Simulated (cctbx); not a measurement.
# TiAl2Sn2: precision against data quality

Space group Fdd2 (no. 43), a = 9.7600 Å, b = 14.5400 Å, c = 5.6900 Å, α = 90.00°, β = 90.00°, γ = 90.00°.

```csv
atom,mult.,x,y,z,Ueq (Å²)
Sn1,16,0.1797,0.4478,0.2391,0.0062
Ti1,8,3/4,1/4,0.8763,0.0076
Al1,16,0.1839,0.3628,0.7503,0.0090
```

This is a model crystal, built by substitution and not relaxed, with assumed displacement parameters.

Five simulated data sets (cctbx; Mo Kα, λ = 0.71073 Å; 6 % proportional error) differ in resolution or exposure (noise floor 2 counts in the first three, 8 in the last two). Each is refined with the right model, isotropic at 1.1 Å and anisotropic otherwise. How do the figures of merit and the uncertainties move?

```
d min (Å)  top counts  ⟨I/σ⟩ (unmerged, absences included)  unique  param. (scale apart)   Rint      R1  GooF  largest s.u. xyz (fractional)  s.u. U of Al1 (Å²)  largest error (Å)
      1.1       20000                                  3.6     154                    10  0.040  0.0143  0.83                        0.00049              0.0006             0.0328
     0.84       20000                                  3.4     347                    23  0.043  0.0162  0.88                        0.00031              0.0007             0.0135
      0.6       20000                                  3.2     966                    23  0.040  0.0164  0.89                        0.00017              0.0003             0.0165
     0.75         300                                  0.8     491                    23  0.151  0.0652  0.97                        0.00250              0.0030             0.0142
     0.75        3000                                  2.3     491                    23  0.049  0.0235  0.96                        0.00061              0.0009             0.0222
```

The number of reflections grows roughly as 1/d³: 154, 347 and 966 here. R1 follows the noise rather than the truth: at 300 counts it is 0.0652, at 3000 counts 0.0235, while GooF is 0.97 and 0.96: the weights 1/σ² carry the noise. The s.u. of U (U11 where anisotropic) for Al1 goes 0.0006, 0.0007, 0.0003 Å² with resolution and 0.0030, 0.0009 Å² with exposure.

Hardware for the 0.6 Å refinement: 0.4 s on 1 thread of Intel(R) Xeon(R) CPU @ 2.60GHz (Ice Lake) (shared host), peak memory 0.09 GiB.

[Logs are printed without paths, hosts, clocks, repeated set-up lines and the standing remarks that a program may print on its own settings, such as how far it seeks lower states.]
